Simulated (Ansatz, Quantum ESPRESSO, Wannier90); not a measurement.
# Ballistic channels from Wannier functions: straight Ag chain, spacing 2.47 Å, part 5 of 5

How many channels does the wire offer, and does a small Wannier basis get them right? The wire: straight Ag chain, spacing 2.47 Å.

Quantum ESPRESSO 7.5 and Wannier90 3.1.0; plane-wave DFT, PBEsol, GBRV ultrasoft pseudopotentials; cross-check by Ansatz 0.2.0 with PAW datasets.

So far. Step 2 (Ground state): The run needed 12 iterations to bring the estimated error under 1e-07 Ry. Step 6 (Localisation, bands and conductance): Bands and channels are those of the Wannier model: bands that were not projected, and all outside the frozen window, are missing or only approximate.

### Step 10. Cross-check with Ansatz

As a check, the same structure is run in Ansatz.

Level of this step: plane-wave DFT, PBEsol, Ansatz PAW (Ansatz 0.2.0).

System of this step: straight Ag chain, spacing 2.47 Å, 2 periods. The cell holds 2 atoms: 2 Ag. Cell: a = 8.000 Å, b = 8.000 Å, c = 4.948 Å, α = 90.0°, β = 90.0°, γ = 90.0°. Vacuum lies along a and b. The structure's axis is c.

Input file input.yaml:

```yaml
crystal:
  lattice:
    - [8.0, 0.0, 0.0]
    - [0.0, 8.0, 0.0]
    - [0.0, 0.0, 4.9476]
  atoms:
    - { symbol: Ag, position: [0.0, 0.0, 0.0] }
    - { symbol: Ag, position: [0.0, 0.0, 0.5] }
kpoints:
  mp_grid: { grid: [1, 1, 14] }
hamiltonian:
  xc: pbesol
scf:
  occupations: { method: fermi_dirac, width: 0.05 }
  convergence: { dr2_threshold: 1.0e-08 }
output:
  transmission:
    leads: [[0, 0]]
    e_range: [-4.0, 2.0]
    de: 0.05
    kmesh: [1, 1]
    reduced_basis: true
```

The run is started by

```sh
> ansatz run input.yaml --threads 2 --pin off --max-ram 4096MiB --backend cpu --events-out ev --progress --plain --runs-dir out
```

Numbers of over 12 decimals in the logs are rounded to 6 here.

Log:

```text
Engine: ansatz 0.2.0, aarch64-unknown-linux-gnu
Pseudopotentials: kind: paw
Pseudopotential: Ag, paw, valence charge 19, recommended cutoff 420 eV (normal), Ag.paw.azcp
Functional definition: PBEsol
  exchange = pbesol_x
  correlation = pbesol_c
Crystal: 2 atoms, lattice volume = 316.646 Å³
Basis set: ecut = 420 eV, 6169 PW (Γ)
Bands: 23, of which v1, the nominal top of the filled ones, is band 19 counted from 1 (18 counted from 0)
Symmetry: 32 space group operations
Space group: P4/mmm (ITA 123), of the structure as read, at distance tolerance 6.8e-5 Å
k-points: 8 of 14
Non-local potential: Ag, projectors of the file, l = 0: 3, l = 1: 2, l = 2: 2, l = 3: 1
PAW form: soft (Blöchl's): semilocal exchange-correlation on the pseudo side does not see the compensation charge
PAW frozen core: Ag, regenerated for the run's functional, and the local potential with it (the file was generated under x = pbe(κ = 0.804, μ = 0.219515), c = pbe(β = 0.066725))
PAW one-centre angular grid: Ag, 590 points (default); XC on 64 Gauss nodes
Initial density: superposition of atomic densities (neutral atoms: chi_scale 0, normalization atom), corrected by the library's trained network
Initial wavefunctions: pseudopotential atomic-orbital guess
Functional: x = pbesol(κ = 0.804, μ = 0.123457), c = pbesol(β = 0.046)
SCF iter   1: F=—  HF=-15040.885266 eV  |F-HF|=—  |Δ(HF+E_count)|=         —  Δρ=1.02e-3  dr2=2.00e-3  ethr=1.77e-3  ⟨swp⟩=6.1  Hψ=849  notcnv=0
preconditioner: auto → LDOS  [insulator: Δε(μ)=0.457 eV  Ē_g=6.658 eV  σ=0.050 eV  W_gap=0.50  n_scr=38 (ndim 8)  ℏωp=9.8 eV  f_vac=0.749  D(μ)=1.43/eV (n_scr^D=4)  ε∞_Penn≈3.2  β→1.0]
SCF iter   2: F=—  HF=-15040.893698 eV  |F-HF|=—  |Δ(HF+E_count)|=   8.43e-3  Δρ=7.09e-4  dr2=1.28e-3  ethr=5.25e-6  ⟨swp⟩=3.0  Hψ=459  notcnv=0
SCF iter   3: F=—  HF=-15040.893539 eV  |F-HF|=—  |Δ(HF+E_count)|=   1.58e-4  Δρ=5.03e-4  dr2=6.28e-4  ethr=3.36e-6  ⟨swp⟩=2.0  Hψ=360  notcnv=0
SCF iter   4: F=—  HF=-15040.893372 eV  |F-HF|=—  |Δ(HF+E_count)|=   1.68e-4  Δρ=1.93e-4  dr2=8.61e-5  ethr=1.65e-6  ⟨swp⟩=2.1  Hψ=294  notcnv=0
SCF iter   5: F=—  HF=-15040.893361 eV  |F-HF|=—  |Δ(HF+E_count)|=   1.13e-5  Δρ=4.18e-5  dr2=3.69e-6  ethr=2.27e-7  ⟨swp⟩=2.0  Hψ=293  notcnv=0
SCF iter   6: F=—  HF=-15040.893425 eV  |F-HF|=—  |Δ(HF+E_count)|=   6.47e-5  Δρ=5.15e-6  dr2=5.47e-8  ethr=9.71e-9  ⟨swp⟩=2.0  Hψ=316  notcnv=0
SCF iter   7: F=-15040.893425 eV  HF=-15040.893425 eV  |F-HF|=2.76e-10  |Δ(HF+E_count)|=   3.76e-8  Δρ=5.68e-7  dr2=6.98e-10  ethr=2.63e-11  ⟨swp⟩=5.0  Hψ=635  notcnv=0
SCF 1 converged in 7 iterations: F = -15040.893425 eV  dr2 = 6.98e-10
  greatest PAW one-centre occupation: 1.001 electrons in one spin orbital (limit 2), on the Ag atom at site 1 (counted from 0), in its partial waves of l = 0
transmission: 7 of 42 steps passed
transmission: 14 of 42 steps passed
[...]
transmission: 42 of 42 steps passed
SCF converged after 7 iterations
Free energy (F): -15040.893425 eV
Harris-Foulkes:  -15040.893425 eV  (|F-HF|=2.76e-10)
Internal energy: -15040.883429 eV  (E = F + TS)
E sigma→0 (E₀):  -15040.888427 eV
Entropy (-TS):   -0.009996 eV (-4.998 meV/atom)
Fermi energy:    -2.866627 eV
--- Per-component energies (eV) ---
  E_band       = -1177.314434
  E_kinetic    = 1059.047264
  E_local      = -13228.419712  (includes V_loc(G=0)·N_el)
  E_nonlocal   = 168.909205
  E_hartree    = 6059.001886
  E_xc         = -363.252712
  E_vxc        = -462.965458  (∫ρ·V_xc dr)
  E_paw        = -7674.473670  (= ΣΔE_a)
  E_vpaw       = -831.891468  (= ΣTr[D̂ρ^β])
  E_aug_tail   = 0.000576  (compensation charges beyond the density's cutoff)
  E_ewald      = -1062.341743
  E_core_change = 0.645478  (= ΣΔE_core)
  E_smearing   = -0.009996  (= −TS)
  E_closure    = -0.000000  (closes the sum)
  Σ components = -15040.893425   (vs F -15040.893425, Δ=0.00e0)
--- Band table (eV; the first three rows and the last of 8) ---
  k-point 0: bands = [... 15 lower, -4.4941, -4.4941, -4.2861, -4.1336, 0.3208, 0.3208, 1.4678, 1.9716]
  k-point 1: bands = [... 15 lower, -4.5396, -4.5396, -4.3269, -4.1101, 0.3742, 0.3742, 1.1109, 2.0019]
  k-point 2: bands = [... 15 lower, -4.6693, -4.6693, -4.4495, -4.0393, 0.3742, 0.5292, 0.5292, 2.0927]
  k-point 7: bands = [... 15 lower, -5.5453, -5.5447, -5.5447, -2.8667, -2.8667, 2.3943, 2.3943, 2.3943]
--- Transmission ---
  basis      : 561 plane waves across, 7 finite elements along
  points     : 1, standing for a mesh of 1 x 1
  energies   : 121 from -4.000000 to 2.000000 eV about the Fermi level, 0.050000 eV apart; the leads are filled to 0.000000 eV, and channels, transmission and decay are at 0.000000 eV
  crystal 0  : Ag2, at the sites [0, 0], period 4.9476 Å: whole cells are its period
    offset         : up to 0.0000 Å between an atom of the period and one for which it stands
    channels       : 1.000000e0 a spin
    conductance    : none, the energies end too early or step too widely for 300 K: set another output.transmission.e_range or a lower de, or, where they end at an eighth of basis.ecutwfc, a higher one
```

Run time: 39 s. Hardware: 2 threads of Arm Neoverse V2, shared host; peak memory 0.47 GiB.

Numbers from this step:

- free energy: -15040.8934 eV
- energy at zero smearing: -15040.8884 eV
- smearing term TS: 0.009996 eV
- Fermi energy: -2.867 eV
- symmetry operations: 32
- lead channels at the Fermi level, one spin: 1

Per spin. Table of open channels by energy, zero at the Fermi level:

energy (eV), open channels and a bar:
```
   -4.000       3.00 ##################
   -3.800       3.00 ##################
   -3.600       3.00 ##################
   -3.400       3.00 ##################
   -3.200       3.00 ##################
   -3.000       3.00 ##################
   -2.800       5.00 ##############################
   -2.600       5.00 ##############################
   -2.400       3.00 ##################
   -2.200       3.00 ##################
   -2.000       3.00 ##################
   -1.800       3.00 ##################
   -1.600       1.00 ######
   -1.400       0.00 
   -1.200       1.00 ######
   -1.000       1.00 ######
   -0.800       1.00 ######
   -0.600       1.00 ######
   -0.400       1.00 ######
   -0.200       1.00 ######
    0.000       1.00 ######
    0.200       1.00 ######
    0.400       1.00 ######
    0.600       1.00 ######
    0.800       1.00 ######
    1.000       1.00 ######
    1.200       1.00 ######
    1.400       1.00 ######
    1.600       1.00 ######
    1.800       1.00 ######
    2.000       1.00 ######
```

### Step 11. By hand

1 channel × 77.48 µS = 77 µS, a two-terminal resistance of 12.906/1 = 12.91 kΩ whatever the wire's length, as long as nothing scatters.

### Step 12. Results

```json
{
 "open channels at the Fermi level, per spin": "1",
 "total spread": "6.88 Å²",
 "gauge-invariant spread": "6.68 Å²",
 "largest band misfit in the frozen window": "0.0200 eV",
 "channels at the Fermi level by Ansatz": "1"
}
```

The wire offers 1 channel per spin at the Fermi level. Between -4 and 1.5 eV the channel count from Wannier functions equals that from Ansatz's layer matching at 100 % of the energies; outside the frozen window the Wannier bands are not held to the plane-wave ones. Each plane-wave level in the frozen window has a Wannier level within 0.02 eV; this test doesn't see extra bands that a model may add. The wire is perfect, so the conductance only counts bands: each channel, with its partner of the other spin, carries G₀ = 2e²/h. It was run without spin polarisation, which was not tested.

[Logs are printed without paths, hosts, clocks, repeated set-up lines and the standing remarks that a program may print on its own settings, such as how far it seeks lower states.]

[Hosts, paths, dates, database ids (printed as entryN), source tags and the programs' standing remarks are cut or masked in the printed files.]

[Maps of the electrostatic potential energy from Ansatz leave out the sawtooth potential of an applied field or a dipole correction, so their vacuum need not be flat; planar profiles and work functions include it.]
